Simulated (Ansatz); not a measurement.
# NaBrF6: complex band structure, part 2 of 2

Aim: relax a made-up compound, NaBrF6, and see how good a tunnel barrier it would be. It is built by putting Na for Cs in the CsBrF6 structure of space group R-3, with the volume rescaled by atomic radii. The parent structure comes from the Materials Project.

Ansatz 0.2.0; PBEsol DFT, plane waves, PAW files (the session's first sound run).

So far, gap on path (eV): step 3 (band edges) 3.61.

The structure was built from a prototype and need not be the compound's stable phase.

## Step 5: Decaying states in the gap, plane (101)

The same for the (101) plane, at (0, 0), (-0.5, 0) and (-0.5, -0.5), to see how the decay depends on direction.

File input.yaml:

```yaml
crystal:
  lattice:
    - [4.886528334, 0.0, 0.0]
    - [-0.84701428, 4.812559191, 0.0]
    - [-0.84701428, -1.009108102, 4.705574014]
  atoms:
    - { symbol: Na, position: [0.5, 0.5, 0.5] }
    - { symbol: Br, position: [0.0, 0.0, 0.0] }
    - { symbol: F, position: [0.6845906729, 0.0609963805, 0.7552587781] }
    - { symbol: F, position: [0.7552587781, 0.6845906729, 0.0609963805] }
    - { symbol: F, position: [0.0609963805, 0.7552587781, 0.6845906729] }
    - { symbol: F, position: [0.3154093271, 0.9390036195, 0.2447412219] }
    - { symbol: F, position: [0.2447412219, 0.3154093271, 0.9390036195] }
    - { symbol: F, position: [0.9390036195, 0.2447412219, 0.3154093271] }
kpoints:
  mp_grid: { grid: [6, 6, 6] }
scf:
  occupations: { method: fixed }
hamiltonian:
  xc: pbesol
output:
  eigenvalues: true
  transmission:
    leads: [[0, 0]]
    kpoints: [[0.0, 0.0], [-0.5, 0.0], [-0.5, -0.5]]
    e_range: [-1.0, 4.61]
    de: 0.14
```

On the command line:

```sh
> ansatz run input.yaml --threads 2 --pin off --max-ram 4096MiB --backend cpu --events-out ev --progress --plain --runs-dir out
```

The job ended after 30 s (2 threads of Intel Xeon Platinum 8488C (Sapphire Rapids), shared host; peak memory 0.64 GiB).

Numbers from this step:

```
decay constant at the filling level, zone centre          : 0.5367 Å⁻¹
decay constant at the filling level, slowest listed point : 0.5367 Å⁻¹
```

K parallel (0, 0); values up to 1.5 1/Å, a degenerate pair printed once or twice; energies at which all values exceed this have no row. Im kz of the slowest decaying states against energy, zero at the highest filled level on the SCF mesh:

```
energy (eV)  decay 1 (Å⁻¹)  decay 2 (Å⁻¹)  decay 3 (Å⁻¹)  decay 4 (Å⁻¹)
      -1.00          0.264          0.489          0.521          0.760
      -0.72         0.0528          0.552          0.656          0.851
      -0.58          0.575          0.711          0.902           1.03
      -0.30          0.610          0.801          0.881           1.03
      -0.16          0.624          0.823          0.880          0.998
      -0.02          0.214          0.635          0.834          0.883
       0.12          0.292          0.644          0.844          0.886
       0.40          0.388          0.657          0.860          0.893
       0.54          0.421          0.661          0.868          0.898
       0.82          0.470          0.665          0.882          0.908
       0.96          0.488          0.664          0.888          0.911
       1.24          0.515          0.660          0.899          0.912
       1.52          0.531          0.652          0.908          0.913
       1.66          0.535          0.646          0.912          0.914
       1.94          0.536          0.630          0.915          0.918
       2.08          0.534          0.620          0.916          0.921
       2.36          0.521          0.596          0.917          0.925
       2.64          0.497          0.565          0.919          0.927
       2.78          0.480          0.547          0.920          0.928
       3.06          0.432          0.500          0.923          0.927
       3.20          0.398          0.471          0.925          0.925
       3.48          0.292          0.390          0.919          0.933
       3.76          0.231          0.904          0.948           1.00
       3.90          0.889          0.962          0.994           1.19
       4.18          0.165          0.276          0.800          0.977
       4.32          0.279          0.598          0.717          0.962
       4.60          0.397          0.890          0.897          0.948
```

K parallel (-0.5, 0); values up to 1.5 1/Å, a degenerate pair printed once or twice; energies at which all values exceed this have no row. The Im kz of the slowest decaying states by energy, zero at the highest filled level on the SCF mesh:

```
energy (eV)  decay 1 (Å⁻¹)  decay 2 (Å⁻¹)  decay 3 (Å⁻¹)  decay 4 (Å⁻¹)
      -1.00          0.518          0.641          0.705          0.909
      -0.72          0.495          0.739          0.903          0.931
      -0.58          0.468          0.773          0.969          0.987
      -0.30          0.363          0.822          0.925          0.948
      -0.16          0.841          0.933          0.987           1.03
      -0.02          0.323          0.382          0.859          0.926
       0.12          0.421          0.445          0.875          0.922
       0.40          0.507          0.513          0.906          0.918
       0.54          0.527          0.541          0.917          0.920
       0.82          0.553          0.578          0.917          0.946
       0.96          0.561          0.591          0.919          0.947
       1.24          0.572          0.606          0.935          0.944
       1.52          0.575          0.611          0.941          0.953
       1.66          0.573          0.610          0.939          0.945
       1.94          0.566          0.602          0.935          0.937
       2.08          0.559          0.595          0.933          0.934
       2.36          0.541          0.574          0.927          0.927
       2.64          0.512          0.542          0.918          0.921
       2.78          0.493          0.522          0.913          0.918
       3.06          0.444          0.468          0.896          0.910
       3.20          0.410          0.430          0.885          0.906
       3.48          0.306          0.306          0.851          0.897
       3.76          0.780          0.888           1.42              -
       3.90          0.250          0.594          0.811          0.887
       4.18          0.251          0.679          0.857          0.899
       4.32          0.144          0.752          0.867          0.908
       4.60          0.289          0.337          0.831          0.880
```

K parallel (-0.5, -0.5); values up to 1.5 1/Å, a degenerate pair printed once or twice; energies at which all values exceed this have no row. Table of Im kz of the slowest decaying states by energy, zero at the highest filled level on the SCF mesh:

```
energy (eV)  decay 1 (Å⁻¹)  decay 2 (Å⁻¹)  decay 3 (Å⁻¹)  decay 4 (Å⁻¹)
      -1.00          0.424          0.592          0.594          0.700
      -0.72          0.333          0.627          0.755          0.801
      -0.58          0.245          0.642          0.782          0.839
      -0.30          0.665          0.828          0.901           1.04
      -0.16          0.674          0.848          0.927           1.04
      -0.02          0.227          0.652          0.712          0.867
       0.12          0.332          0.640          0.737          0.885
       0.40          0.447          0.627          0.769          0.919
       0.54          0.486          0.622          0.780          0.937
       0.82          0.542          0.613          0.797          0.970
       0.96          0.562          0.609          0.803          0.955
       1.24          0.581          0.612          0.812          0.932
       1.52          0.571          0.629          0.819          0.914
       1.66          0.562          0.636          0.821          0.906
       1.94          0.541          0.645          0.825          0.888
       2.08          0.529          0.646          0.827          0.878
       2.36          0.499          0.641          0.831          0.857
       2.64          0.461          0.626          0.831          0.835
       2.78          0.438          0.614          0.817          0.837
       3.06          0.380          0.580          0.781          0.842
       3.20          0.341          0.557           0.76          0.844
       3.48          0.225          0.491          0.706          0.848
       3.76          0.374          0.625          0.853           1.01
       3.90          0.260          0.566          0.856           1.01
       4.18          0.314          0.863          0.996           1.31
       4.32          0.185          0.250          0.867          0.990
       4.60          0.324          0.470          0.484          0.879
```

At the listed wavevectors the last open channel is at -0.16 eV and the next at +3.76 eV on the grid. At +1.80 eV, the grid energy nearest the filling level (the middle of the gap on the SCF mesh), the slowest state at the listed wavevectors decays with κ = 0.537 Å⁻¹, its amplitude falling by e over 1.9 Å; the first such run, plane (110), gave 0.650 Å⁻¹.

## Step 6: Band edges at another level, cutoff 500 eV

This step: r2SCAN DFT, plane waves, PAW files (Ansatz 0.2.0).

The edges again with r2SCAN, at the same atoms. Against that run the cutoff is 500 eV against 420.

File input.yaml:

```yaml
crystal:
  lattice:
    - [3.7428009856, 2.1609071565, 2.2803684349]
    - [-3.7428009856, 2.1609071565, 2.2803684349]
    - [0.0, -4.3218143131, 2.2803684349]
  atoms:
    - { symbol: Na, position: [0.5, 0.5, 0.5] }
    - { symbol: Br, position: [0.0, 0.0, 0.0] }
    - { symbol: F, position: [0.7552587781, 0.6845906729, 0.0609963805] }
    - { symbol: F, position: [0.0609963805, 0.7552587781, 0.6845906729] }
    - { symbol: F, position: [0.6845906729, 0.0609963805, 0.7552587781] }
    - { symbol: F, position: [0.2447412219, 0.3154093271, 0.9390036195] }
    - { symbol: F, position: [0.9390036195, 0.2447412219, 0.3154093271] }
    - { symbol: F, position: [0.3154093271, 0.9390036195, 0.2447412219] }
kpoints:
  mp_grid: { grid: [6, 6, 6] }
  band_path: { path: [VBM, CBM], npoints: 30 }
scf:
  occupations: { method: fixed }
hamiltonian:
  xc: r2scan
output:
  eigenvalues: true
```

Run time: 20 s. Hardware: 2 threads; peak memory 0.66 GiB; 40 s of CPU time.

This step gave:

| Quantity | Value |
| --- | --- |
| free energy | -9134.3042 eV |
| Fermi energy | 0.7428 eV |
| gap on the k-mesh | 3.887 eV |
| gap on path | 3.847 eV, by band count; negative where bands overlap |
| direct gap on path | 3.896 eV |

Electronic bands along the path, in eV, zero at the Fermi level (highest filled level under fixed occupations); # counts the bands kept:

```
  point    #15    #16    #17    #18   #19   #20   #21
    VBM  -1.88  -1.88  -1.72   0.04  3.94  3.94  4.49
halfway  -1.96  -1.81  -1.78  -0.05  3.90  4.13  4.54
    CBM  -2.04  -1.85  -1.80  -0.12  3.89  4.24  4.64
```

The searched edges give 3.85 eV, under the 3.89 eV of the mesh, which misses an edge.

Between step 3 and this run (r2SCAN and cutoff 500 eV) the value for the gap on path moves from 3.61 eV to 3.85 eV.

## Step 7: Complex bands at another level, cutoff 500 eV

This step: r2SCAN DFT, plane waves, PAW files; complex bands by layer matching along the plane's normal (Ansatz 0.2.0).

The complex bands at that level, over its own gap, at (0, 0) and (-0.5, -0.5).

File input.yaml:

```yaml
crystal:
  lattice:
    - [4.886528334, 0.0, 0.0]
    - [-1.694028561, 6.050509647, 0.0]
    - [-0.84701428, 3.025254824, 3.742800986]
  atoms:
    - { symbol: Na, position: [0.5, 0.5, 0.0] }
    - { symbol: Br, position: [0.0, 0.0, 0.0] }
    - { symbol: F, position: [0.6845906729, 0.0609963805, 0.6942623976] }
    - { symbol: F, position: [0.7552587781, 0.6845906729, 0.3764057076] }
    - { symbol: F, position: [0.0609963805, 0.7552587781, 0.9293318948] }
    - { symbol: F, position: [0.3154093271, 0.9390036195, 0.3057376024] }
    - { symbol: F, position: [0.2447412219, 0.3154093271, 0.6235942924] }
    - { symbol: F, position: [0.9390036195, 0.2447412219, 0.0706681052] }
kpoints:
  mp_grid: { grid: [6, 6, 6] }
scf:
  occupations: { method: fixed }
hamiltonian:
  xc: r2scan
output:
  eigenvalues: true
  transmission:
    leads: [[0, 0]]
    kpoints: [[0.0, 0.0], [-0.5, -0.5]]
    e_range: [-1.0, 4.85]
    de: 0.1
```

The job ended after 49 s (2 threads; peak memory 1.3 GiB).

Numbers from this step:

```
level to which the leads are filled                       : 1.943 eV from the Fermi level
decay constant at the filling level, zone centre          : 0.6645 Å⁻¹
decay constant at the filling level, slowest listed point : 0.6645 Å⁻¹
```

K parallel (0, 0); values up to 1.5 1/Å, a degenerate pair printed once or twice; energies at which all values exceed this have no row. The Im kz of the slowest decaying states by energy, zero at the highest filled level on the SCF mesh:

```
energy (eV)  decay 1 (Å⁻¹)  decay 2 (Å⁻¹)  decay 3 (Å⁻¹)  decay 4 (Å⁻¹)
      -1.00          0.266          0.607          0.765          0.781
      -0.80          0.151          0.637          0.802          0.819
      -0.50          0.676          0.854          0.859           1.00
      -0.30          0.701          0.880          0.885           1.02
      -0.10          0.109          0.725          0.897          0.912
       0.00          0.241          0.736          0.867          0.905
       0.20          0.370          0.758          0.847          0.920
       0.40          0.449          0.777          0.836          0.932
       0.60          0.506          0.794          0.828          0.944
       0.90          0.567          0.818          0.818          0.960
       1.10          0.598          0.811          0.831          0.969
       1.30          0.622          0.803          0.843          0.978
       1.60          0.648          0.791          0.858          0.990
       1.80          0.660          0.781          0.866          0.997
       2.00          0.667          0.770          0.873           1.00
       2.20          0.669          0.757          0.878           1.01
       2.50          0.660          0.737          0.883           1.01
       2.70          0.643          0.721          0.885          0.993
       2.90          0.617          0.702          0.884          0.978
       3.20          0.555          0.664          0.877          0.959
       3.40          0.492          0.630          0.869          0.948
       3.60          0.399          0.586          0.855          0.939
       3.90          0.486          0.819          0.930           1.05
       4.10          0.361          0.774          0.928           1.04
       4.30          0.668          0.931           1.03           1.26
       4.60          0.284          0.326          0.693          0.744
       4.80          0.402          0.818          0.849          0.959
```

K parallel (-0.5, -0.5); values up to 1.5 1/Å, a degenerate pair printed once or twice; energies at which all values exceed this have no row. The Im kz of the slowest decaying states by energy, zero at the highest filled level on the SCF mesh:

```
energy (eV)  decay 1 (Å⁻¹)  decay 2 (Å⁻¹)  decay 3 (Å⁻¹)  decay 4 (Å⁻¹)
      -1.00          0.613          0.674          0.784          0.868
      -0.70          0.661          0.708          0.818          0.877
      -0.40          0.664          0.720          0.858          0.861
      -0.10          0.355          0.379          0.745          0.833
       0.00          0.535          0.581          0.776          0.826
       0.20          0.629          0.690          0.790          0.855
       0.40          0.669          0.741          0.796          0.884
       0.70          0.701          0.785          0.808          0.917
       1.00          0.717          0.809          0.818          0.944
       1.30          0.724          0.821          0.825          0.969
       1.60          0.723          0.820          0.829          0.994
       1.90          0.714          0.809          0.829           1.02
       2.20          0.697          0.785          0.827           1.05
       2.50          0.670          0.750          0.821           1.07
       2.80          0.631          0.702          0.811           1.07
       3.10          0.575          0.635          0.796           1.04
       3.40          0.490          0.539          0.772           1.01
       3.60          0.403          0.443          0.749          0.998
       3.90          0.691          0.975           1.15           1.29
       4.20         0.0723          0.521          0.955           1.17
       4.50          0.182          0.576          0.746          0.938
       4.80          0.309          0.322          0.731          0.842
```

At the listed wavevectors the last open channel is at -0.20 eV and the next at +3.90 eV on the grid. At +1.90 eV, the grid energy nearest the filling level (the middle of the gap on the SCF mesh), the slowest state at the listed wavevectors decays with κ = 0.664 Å⁻¹, its amplitude falling by e over 1.5 Å; the first such run, plane (110), gave 0.650 Å⁻¹.

## Step 8: Summary of results

| Item | Value |
| --- | --- |
| band gap | 3.61 eV |
| least decay constant at mid-gap, normal to (110) | 0.650 Å⁻¹ |
| least decay constant at mid-gap, normal to (101) | 0.537 Å⁻¹ |
| least decay constant, r2SCAN | 0.664 Å⁻¹ |

**Reading.** With PBEsol, the slowest decay at the wavevectors tried is κ = 0.537 Å⁻¹, normal to (101). Through such a film the transmission near mid-gap falls as exp(−2κd), a factor of ten every 2.1 Å. The decay depends on direction: 1.2 times faster normal to (110). A free electron under a barrier of half the gap would need a mass of 0.61 mₑ to decay at this rate. With r2SCAN the gap goes from 3.61 to 3.85 eV and the decay constant, over the first 2 listed wavevectors, from 0.650 to 0.664 Å⁻¹. The compound is made up by substitution; its stability against other phases and against distortions of the cell's symmetry was not tested. A semilocal functional narrows gaps, so real decay constants are likely larger.

[Logs are printed without paths, hosts, clocks, repeated set-up lines and the standing remarks that a program may print on its own settings, such as how far it seeks lower states.]

[Hosts, paths, dates, database ids (printed as entryN), source tags and the programs' standing remarks are cut or masked in the printed files.]
